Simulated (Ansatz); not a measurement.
**Nb wire along [111], 24 atoms a period: bands along the axis**

What gap, if any, does the Nb wire along [111], 24 atoms a period have, and how many channels would it open?

Method: DFT PBE, plane waves, PAW; relaxation of a wire's period; PAW set soft_1, in the first sound run; inputs show where later runs differ, in Ansatz 0.2.0.

**1. Set-up**

The cell holds 24 atoms: 24 Nb. Cell: a = 18.503 Å, b = 18.962 Å, c = 2.867 Å, α = 90.0°, β = 90.0°, γ = 90.0°. Vacuum lies along a and b. The structure's axis is c.

**2. The relaxed wire**

Band widths follow the bond lengths, so the wire is relaxed first. The atoms and the third cell vector are free; the box across stays fixed as vacuum. A Fermi-Dirac smearing is set since the result may be a metal. The pressure printed is a third of the stress's trace over the whole box, vacuum included; only the stress along the axis is relaxed.

Contents of input.yaml:

```yaml
crystal:
  lattice:
    - [18.503, 0.0, 0.0]
    - [0.0, 18.962, 0.0]
    - [0.0, 0.0, 2.8665440865]
  atoms:
    - { symbol: Nb, position: [0.183753986, 0.464360688, 0.0] }
    - { symbol: Nb, position: [0.310248254, 0.678151719, 0.0] }
    - { symbol: Nb, position: [0.436742522, 0.464360688, 0.0] }
    - { symbol: Nb, position: [0.563236791, 0.678151719, 0.0] }
    - { symbol: Nb, position: [0.183753986, 0.606888042, 0.333333333] }
    - { symbol: Nb, position: [0.310248254, 0.393097011, 0.333333333] }
    - { symbol: Nb, position: [0.436742522, 0.17930598, 0.333333333] }
    - { symbol: Nb, position: [0.436742522, 0.606888042, 0.333333333] }
    - { symbol: Nb, position: [0.563236791, 0.393097011, 0.333333333] }
    - { symbol: Nb, position: [0.563236791, 0.820679073, 0.333333333] }
    - { symbol: Nb, position: [0.689731059, 0.606888042, 0.333333333] }
    - { symbol: Nb, position: [0.816225327, 0.393097011, 0.333333333] }
    - { symbol: Nb, position: [0.183753986, 0.321833334, 0.666666667] }
    - { symbol: Nb, position: [0.310248254, 0.535624365, 0.666666667] }
    - { symbol: Nb, position: [0.436742522, 0.321833334, 0.666666667] }
    - { symbol: Nb, position: [0.436742522, 0.749415396, 0.666666667] }
    - { symbol: Nb, position: [0.563236791, 0.535624365, 0.666666667] }
    - { symbol: Nb, position: [0.689731059, 0.321833334, 0.666666667] }
    - { symbol: Nb, position: [0.689731059, 0.749415396, 0.666666667] }
    - { symbol: Nb, position: [0.816225327, 0.535624365, 0.666666667] }
    - { symbol: Nb, position: [0.310248254, 0.250569657, 0.0] }
    - { symbol: Nb, position: [0.563236791, 0.250569657, 0.0] }
    - { symbol: Nb, position: [0.689731059, 0.464360688, 0.0] }
    - { symbol: Nb, position: [0.816225327, 0.678151719, 0.0] }
kpoints:
  mp_grid: { grid: [1, 1, 28] }
scf:
  occupations: { method: fermi_dirac, width: 0.05 }
hamiltonian:
  xc: pbe
  pseudopotentials: { kind: paw, azcp: { folder: soft_1 } }
relax:
  cell: { fix: [a, b, alpha, beta, gamma] }
  max_steps: 45
  f_tol: 0.03
```

Started as:

```console
$ ansatz run input.yaml --threads 4 --pin off --max-ram 16384MiB --backend cpu --events-out ev --progress --plain --runs-dir out
```

Numbers of over 12 decimals in the logs are rounded to 6 here.

Output:

```text
Engine: ansatz 0.2.0, aarch64-unknown-linux-gnu
Pseudopotentials: kind: paw
Pseudopotential: Nb, paw, valence charge 13, recommended cutoff 420 eV (normal), soft_1/Nb.paw.azcp
Functional definition: PBE
  parameter kappa = 0.804
  parameter beta = 0.066725
  exchange = pbe_x(kappa = kappa, mu = beta*pi^2/3)
  correlation = pbe_c(beta = beta)
Crystal: 24 atoms, lattice volume = 1005.738 Å³
Basis set: ecut = 420 eV, 19615 PW (Γ), exchange–correlation on 250×256×40 points (8 copies of the dense FFT grid, shifted against one another)
Bands: 188, of which v1, the nominal top of the filled ones, is band 156 counted from 1 (155 counted from 0)
Symmetry: 2 space group operations
Space group: P-1 (ITA 2), of the structure as read, at distance tolerance 1.0e-4 Å
k-points: 15 of 28
Non-local potential: Nb, projectors of the file, l = 0: 3, l = 1: 2, l = 2: 2, l = 3: 1
PAW form: soft (Blöchl's): semilocal exchange-correlation on the pseudo side does not see the compensation charge
PAW one-centre angular grid: Nb, 590 points (default); XC on 64 Gauss nodes
Initial density: superposition of atomic densities (neutral atoms: chi_scale 0, normalization atom)
Initial wavefunctions: pseudopotential atomic-orbital guess
Functional: x = pbe(κ = 0.804, μ = 0.219515), c = pbe(β = 0.066725)
SCF iter   1: F=—  HF=-109265.334131 eV  |F-HF|=—  |Δ(HF+E_count)|=         —  Δρ=6.16e-2  dr2=3.88e2  ethr=3.10e-3  ⟨swp⟩=10.4  Hψ=13646  notcnv=0  defer=21
preconditioner: auto → LDOS  [metal: Δε(μ)=0.044 eV  Ē_g=3.691 eV  σ=0.050 eV  W_gap=0.21  n_scr=158 (ndim 8)  ℏωp=12.8 eV  f_vac=0.438  D(μ)=18.00/eV (n_scr^D=92)  β→1.0]
SCF iter   2: F=—  HF=-109279.554729 eV  |F-HF|=—  |Δ(HF+E_count)|=    1.42e1  Δρ=8.71e-2  dr2=1.68e3  ethr=3.10e-3  ⟨swp⟩=9.3  Hψ=9998  notcnv=0  defer=153  recentre
SCF iter   3: F=—  HF=-109242.186204 eV  |F-HF|=—  |Δ(HF+E_count)|=    3.74e1  Δρ=2.77e-2  dr2=1.13e2  ethr=3.10e-3  ⟨swp⟩=6.7  Hψ=9659  notcnv=0  defer=63
SCF iter   4: F=—  HF=-109237.294163 eV  |F-HF|=—  |Δ(HF+E_count)|=    4.89e0  Δρ=4.36e-3  dr2=2.91e-1  ethr=3.10e-3  ⟨swp⟩=3.7  Hψ=4952  notcnv=0  defer=123
SCF iter   5: F=—  HF=-109237.252345 eV  |F-HF|=—  |Δ(HF+E_count)|=   4.18e-2  Δρ=2.05e-3  dr2=5.36e-1  ethr=9.32e-5  ⟨swp⟩=3.9  Hψ=5511  notcnv=0  defer=123
SCF iter   6: F=—  HF=-109237.241935 eV  |F-HF|=—  |Δ(HF+E_count)|=   1.04e-2  Δρ=5.81e-4  dr2=2.11e-2  ethr=9.32e-5  ⟨swp⟩=2.1  Hψ=3071  notcnv=0  defer=122
SCF iter   7: F=—  HF=-109237.241326 eV  |F-HF|=—  |Δ(HF+E_count)|=   6.09e-4  Δρ=1.81e-4  dr2=9.18e-4  ethr=6.77e-6  ⟨swp⟩=2.0  Hψ=3592  notcnv=0  defer=122
SCF iter   8: F=—  HF=-109237.241522 eV  |F-HF|=—  |Δ(HF+E_count)|=   1.96e-4  Δρ=6.80e-5  dr2=3.10e-4  ethr=2.94e-7  ⟨swp⟩=2.1  Hψ=3905  notcnv=0  defer=122
SCF iter   9: F=—  HF=-109237.241534 eV  |F-HF|=—  |Δ(HF+E_count)|=   1.26e-5  Δρ=3.02e-5  dr2=9.32e-5  ethr=9.94e-8  ⟨swp⟩=2.0  Hψ=3625  notcnv=0  defer=122
SCF iter  10: F=—  HF=-109237.239717 eV  |F-HF|=—  |Δ(HF+E_count)|=   1.82e-3  Δρ=1.14e-5  dr2=7.63e-6  ethr=2.99e-8  ⟨swp⟩=2.0  Hψ=3470  notcnv=0  defer=122
SCF iter  11: F=—  HF=-109237.239718 eV  |F-HF|=—  |Δ(HF+E_count)|=   3.58e-7  Δρ=3.95e-6  dr2=5.76e-7  ethr=2.45e-9  ⟨swp⟩=2.1  Hψ=3800  notcnv=0  defer=122
SCF iter  12: F=-109237.239718 eV  HF=-109237.239718 eV  |F-HF|=1.62e-8  |Δ(HF+E_count)|=   2.74e-8  Δρ=1.37e-6  dr2=4.94e-8  ethr=3.21e-11  ⟨swp⟩=5.2  Hψ=10244  notcnv=0
SCF 1 converged in 12 iterations: F = -109237.239718 eV  dr2 = 4.94e-8
  greatest PAW one-centre occupation: 0.998 electrons in one spin orbital (limit 2), on the Nb atom at site 16 (counted from 0), in its partial waves of l = 0
relax step   1: F+E_penalty+E_count = -109237.23971783 eV  Δ(F+E_penalty+E_count) = +0.000e0 eV  max|allowed force component| = 1.415e0 eV/Å  Δτ_max = 0.0000 Å  P = -4.390 GPa  Ω = 1005.738 Å³  fix = [a, b, alpha, beta, gamma]  reactions: a -3.886, b -3.698 GPa; alpha +0.020, beta +0.032, gamma +0.135 GPa/rad  (12 SCF iters, dr2 threshold 1.00e-7 eV, accepted)
Crystal: 24 atoms, lattice volume = 962.669 Å³
Basis set: ecut = 420 eV, 18907 PW (Γ), exchange–correlation on 250×256×40 points (8 copies of the dense FFT grid, shifted against one another)
Initial density: handed on by an earlier stage of this run
Initial wavefunctions: those handed on with the density
iter 1 solved again at ethr=1.48e-3 eV; its pass at ethr=3.10e-3 eV (dr2=4.61e0 eV) is discarded
SCF iter   1: F=—  HF=-109239.037063 eV  |F-HF|=—  |Δ(HF+E_count)|=         —  Δρ=1.24e-2  dr2=4.66e0  ethr=1.48e-3  ⟨swp⟩=3.9  Hψ=15480  notcnv=0  defer=3
preconditioner: auto → LDOS  [metal: Δε(μ)=0.013 eV  Ē_g=3.218 eV  σ=0.050 eV  W_gap=0.06  n_scr=140 (ndim 8)  ℏωp=13.1 eV  f_vac=0.464  D(μ)=30.41/eV (n_scr^D=182)  β→1.0]
SCF iter   2: F=—  HF=-109238.812413 eV  |F-HF|=—  |Δ(HF+E_count)|=   2.25e-1  Δρ=6.51e-3  dr2=1.79e0  ethr=1.48e-3  ⟨swp⟩=3.8  Hψ=4475  notcnv=0  defer=31
SCF iter   3: F=—  HF=-109238.617955 eV  |F-HF|=—  |Δ(HF+E_count)|=   1.94e-1  Δρ=2.18e-3  dr2=2.13e-1  ethr=5.73e-4  ⟨swp⟩=2.9  Hψ=4482  notcnv=0  defer=106
SCF iter   4: F=—  HF=-109238.591328 eV  |F-HF|=—  |Δ(HF+E_count)|=   2.66e-2  Δρ=5.07e-4  dr2=7.17e-3  ethr=6.84e-5  ⟨swp⟩=2.7  Hψ=5098  notcnv=0  defer=113
SCF iter   5: F=—  HF=-109238.591840 eV  |F-HF|=—  |Δ(HF+E_count)|=   5.12e-4  Δρ=1.55e-4  dr2=7.17e-4  ethr=2.30e-6  ⟨swp⟩=2.3  Hψ=4027  notcnv=0  defer=113
SCF iter   6: F=—  HF=-109238.590245 eV  |F-HF|=—  |Δ(HF+E_count)|=   1.59e-3  Δρ=5.83e-5  dr2=1.07e-4  ethr=2.30e-7  ⟨swp⟩=2.1  Hψ=3883  notcnv=0  defer=113
SCF iter   7: F=—  HF=-109238.590260 eV  |F-HF|=—  |Δ(HF+E_count)|=   1.47e-5  Δρ=2.15e-5  dr2=2.10e-5  ethr=3.43e-8  ⟨swp⟩=2.4  Hψ=4569  notcnv=0  defer=113
SCF iter   8: F=—  HF=-109238.590263 eV  |F-HF|=—  |Δ(HF+E_count)|=   3.34e-6  Δρ=9.09e-6  dr2=2.88e-6  ethr=6.74e-9  ⟨swp⟩=2.0  Hψ=3564  notcnv=0  defer=113
SCF iter   9: F=-109238.590263 eV  HF=-109238.590264 eV  |F-HF|=1.04e-7  |Δ(HF+E_count)|=   3.30e-7  Δρ=3.42e-6  dr2=2.92e-7  ethr=7.69e-10  ⟨swp⟩=4.7  Hψ=8563  notcnv=0
SCF 2 converged in 9 iterations: F = -109238.590263 eV  dr2 = 2.92e-7
  greatest PAW one-centre occupation: 0.998 electrons in one spin orbital (limit 2), on the Nb atom at site 10 (counted from 0), in its partial waves of l = 0
[...]
relax step   6: F+E_penalty+E_count = -109238.81210673 eV  Δ(F+E_penalty+E_count) = -4.915e-3 eV  max|allowed force component| = 1.693e-2 eV/Å  Δτ_max = 0.0257 Å  P = -0.037 GPa  Ω = 958.701 Å³  energy of the carried Pulay correction = +2.676e-3 eV  fix = [a, b, alpha, beta, gamma]  reactions: a -0.108, b +0.014 GPa; alpha -0.019, beta -0.030, gamma -0.001 GPa/rad  (8 SCF iters, dr2 threshold 1.75e-7 eV, accepted)
Initial wavefunctions: pseudopotential atomic-orbital guess (no wavefunctions were taken with the density)
iter 1 solved again at ethr=4.96e-6 eV; its pass at ethr=3.10e-3 eV (dr2=1.55e-2 eV) is discarded
SCF iter   1: F=—  HF=-109238.811615 eV  |F-HF|=—  |Δ(HF+E_count)|=         —  Δρ=4.88e-5  dr2=3.17e-6  ethr=4.96e-6  ⟨swp⟩=4.7  Hψ=18807  notcnv=0
eigensolver tolerance schedule: the retry pair's looser diagonalisation over-reported the residual by 4877.50 of it (diagonalisation noise at an unbounded share of the residual, at the tolerance the schedule requests for it); recorded, not acted on — ethr = c·dr2/N_el stays at c = 1.0e-1
preconditioner: auto → LDOS  [metal: Δε(μ)=0.003 eV  Ē_g=3.136 eV  σ=0.050 eV  W_gap=0.02  n_scr=140 (ndim 8)  ℏωp=13.1 eV  f_vac=0.456  D(μ)=30.81/eV (n_scr^D=190)  β→1.0]
SCF iter   2: F=—  HF=-109238.809774 eV  |F-HF|=—  |Δ(HF+E_count)|=   1.84e-3  Δρ=9.19e-6  dr2=5.59e-7  ethr=1.02e-9  ⟨swp⟩=4.1  Hψ=7963  notcnv=0
SCF iter   3: F=—  HF=-109238.809774 eV  |F-HF|=—  |Δ(HF+E_count)|=   1.29e-7  Δρ=2.56e-6  dr2=1.46e-7  ethr=1.79e-10  ⟨swp⟩=2.1  Hψ=5044  notcnv=0
SCF iter   4: F=—  HF=-109238.809774 eV  |F-HF|=—  |Δ(HF+E_count)|=   2.00e-8  Δρ=6.85e-7  dr2=6.95e-9  ethr=4.70e-11  ⟨swp⟩=2.7  Hψ=5267  notcnv=0
SCF iter   5: F=—  HF=-109238.809774 eV  |F-HF|=—  |Δ(HF+E_count)|=   1.28e-9  Δρ=1.95e-7  dr2=1.78e-9  ethr=2.23e-12  ⟨swp⟩=2.9  Hψ=5838  notcnv=0
SCF iter   6: F=—  HF=-109238.809774 eV  |F-HF|=—  |Δ(HF+E_count)|=  1.89e-10  Δρ=1.05e-7  dr2=4.49e-10  ethr=1.00e-12  ⟨swp⟩=1.5  Hψ=2875  notcnv=0
SCF iter   7: F=-109238.809774 eV  HF=-109238.809774 eV  |F-HF|=8.73e-11  |Δ(HF+E_count)|=  1.46e-11  Δρ=2.75e-8  dr2=2.60e-11  ethr=1.00e-12  ⟨swp⟩=4.7  Hψ=8505  notcnv=0
SCF 7 converged in 7 iterations: F = -109238.809774 eV  dr2 = 2.60e-11
relax step   7: F+E_penalty+E_count = -109238.80977410 eV  Δ(F+E_penalty+E_count) = +2.333e-3 eV  max|allowed force component| = 1.693e-2 eV/Å  Δτ_max = 0.0000 Å  P = -0.037 GPa  Ω = 958.701 Å³  fix = [a, b, alpha, beta, gamma]  reactions: a -0.107, b +0.015 GPa; alpha -0.019, beta -0.030, gamma -0.001 GPa/rad  stress off target by 1.91e-2 GPa on what of the cell is left free  SCF on the basis re-selected at this cell (its energy is not comparable with the rows above)  (7 SCF iters)
basis re-selected at this cell: Δ(F+E_penalty+E_count) = +2.333e-3 eV, ΔP = -0.000 GPa vs the last step (what re-selecting the basis moved, of the pressure what is left beyond the Pulay correction that the steps carried, after the strain that the cell walked since its last selection, with what the two solves' SCF thresholds leave and, on support functions, any second-order correction that the steps lacked; it is no m [...]
SCF converged after 7 iterations
Free energy (F): -109238.809774 eV
Harris-Foulkes:  -109238.809774 eV  (|F-HF|=8.73e-11)
Internal energy: -109238.556728 eV  (E = F + TS)
E sigma→0 (E₀):  -109238.683251 eV
Entropy (-TS):   -0.253046 eV (-10.544 meV/atom)
Fermi energy:    6.004487 eV
--- Per-component energies (eV) ---
  E_band       = -5333.825165
  E_kinetic    = 8958.330219
  E_local      = -173769.973741  (includes V_loc(G=0)·N_el)
  E_nonlocal   = 2303.750465
  E_hartree    = 82405.276068
  E_xc         = -3965.324792
  E_vxc        = -4799.168275  (∫ρ·V_xc dr)
  E_paw        = -73980.352255  (= ΣΔE_a)
  E_vpaw       = -2837.317674  (= ΣTr[D̂ρ^β])
  E_aug_tail   = 0.001059  (compensation charges beyond the density's cutoff)
  E_ewald      = 48809.736251
  E_smearing   = -0.253046  (= −TS)
  E_closure    = -0.000000  (closes the sum)
  Σ components = -109238.809774   (vs F -109238.809774, Δ=0.00e0)
--- Forces (eV/Å), atoms counted from 1 ---
  atom   1  Nb    -0.00573696    -0.01561476    -0.00909067
  atom   2  Nb    -0.01082867     0.00763519     0.00604743
  atom   3  Nb    -0.01595588    -0.00935493    -0.00371955
  atom   4  Nb    -0.00230491     0.00079588    -0.00421843
  atom   5  Nb     0.00783348     0.00670110     0.00077389
  atom   6  Nb    -0.00845165    -0.00476889     0.00924210
  atom   7  Nb     0.00927589     0.00527240    -0.00252811
  atom   8  Nb    -0.00347882     0.00716554    -0.00104481
  atom   9  Nb     0.00347882    -0.00716554     0.00104481
  atom  10  Nb    -0.00927589    -0.00527240     0.00252811
  atom  11  Nb     0.00845165     0.00476889    -0.00924210
  atom  12  Nb    -0.00783348    -0.00670110    -0.00077389
  atom  13  Nb     0.00526434     0.00330674    -0.00888660
  atom  14  Nb     0.00051388     0.00388214     0.00212140
  atom  15  Nb     0.00230491    -0.00079588     0.00421843
  atom  16  Nb     0.00051978     0.01032780    -0.00605720
  atom  17  Nb     0.01595588     0.00935493     0.00371955
  atom  18  Nb     0.01082867    -0.00763519    -0.00604743
  atom  19  Nb     0.01693242    -0.00256247     0.00888257
  atom  20  Nb     0.00573696     0.01561476     0.00909067
  atom  21  Nb    -0.01693242     0.00256247    -0.00888257
  atom  22  Nb    -0.00051978    -0.01032780     0.00605720
  atom  23  Nb    -0.00051388    -0.00388214    -0.00212140
  atom  24  Nb    -0.00526434    -0.00330674     0.00888660
  max |Σ_I F_I| component: 3.47e-18 eV/Å
--- Stress (GPa, compression-positive) ---
       -0.107012       0.001011       0.030082
        0.001011       0.014553       0.018973
        0.030082       0.018973      -0.019116
  P = ⅓ Tr σ = -0.0372 GPa (-0.372 kbar)
--- Relaxed structure (6 steps of the walk, 6 accepted, 1 SCFs on fresh bases) ---
  F+E_penalty+E_count = -109238.80977410 eV   max|allowed force component| = 1.693e-2 eV/Å   (the final SCF, on the basis selected at the relaxed cell)
  cell:  # Å, volume = 958.7005 Å³
    - [18.503, 0, 0]
    - [0, 18.962, 0]
    - [0, 0, 2.732478]
  atoms:
    - { symbol: Nb, position: [0.182686, 0.464604, 0.00884264] }
    - { symbol: Nb, position: [0.308703, 0.678958, -0.020548] }
    - { symbol: Nb, position: [0.436882, 0.464617, 0.00192808] }
    - { symbol: Nb, position: [0.562878, 0.678457, 0.010191] }
    - { symbol: Nb, position: [0.189119, 0.602792, 0.310040] }
    - { symbol: Nb, position: [0.310220, 0.393583, 0.348118] }
    - { symbol: Nb, position: [0.435487, 0.186550, 0.312617] }
    - { symbol: Nb, position: [0.435434, 0.609000, 0.332917] }
    - { symbol: Nb, position: [0.564546, 0.391000, 0.333750] }
    - { symbol: Nb, position: [0.564492, 0.813450, 0.354050] }
    - { symbol: Nb, position: [0.689760, 0.606417, 0.318549] }
    - { symbol: Nb, position: [0.810860, 0.397208, 0.356627] }
    - { symbol: Nb, position: [0.189988, 0.325936, 0.705728] }
    - { symbol: Nb, position: [0.309794, 0.536632, 0.655304] }
    - { symbol: Nb, position: [0.437101, 0.321543, 0.656475] }
    - { symbol: Nb, position: [0.437174, 0.750863, 0.685195] }
    - { symbol: Nb, position: [0.563097, 0.535383, 0.664739] }
    - { symbol: Nb, position: [0.691277, 0.321042, 0.687214] }
    - { symbol: Nb, position: [0.690331, 0.749497, 0.656868] }
    - { symbol: Nb, position: [0.817293, 0.535396, 0.657824] }
    - { symbol: Nb, position: [0.309648, 0.250503, 0.00979862] }
    - { symbol: Nb, position: [0.562805, 0.249137, -0.018529] }
    - { symbol: Nb, position: [0.690185, 0.463368, 0.011362] }
    - { symbol: Nb, position: [0.809991, 0.674064, -0.039061] }
```

It took 7.9 min on 4 threads of Arm Neoverse V2, shared host; peak memory 4.7 GiB; 31 min of CPU time.

(Continued in part 2 of 2.)

[Logs are printed without paths, hosts, clocks, repeated set-up lines and the standing remarks that a program may print on its own settings, such as how far it seeks lower states.]

[Hosts, paths, dates, database ids (printed as entryN), source tags and the programs' standing remarks are cut or masked in the printed files.]
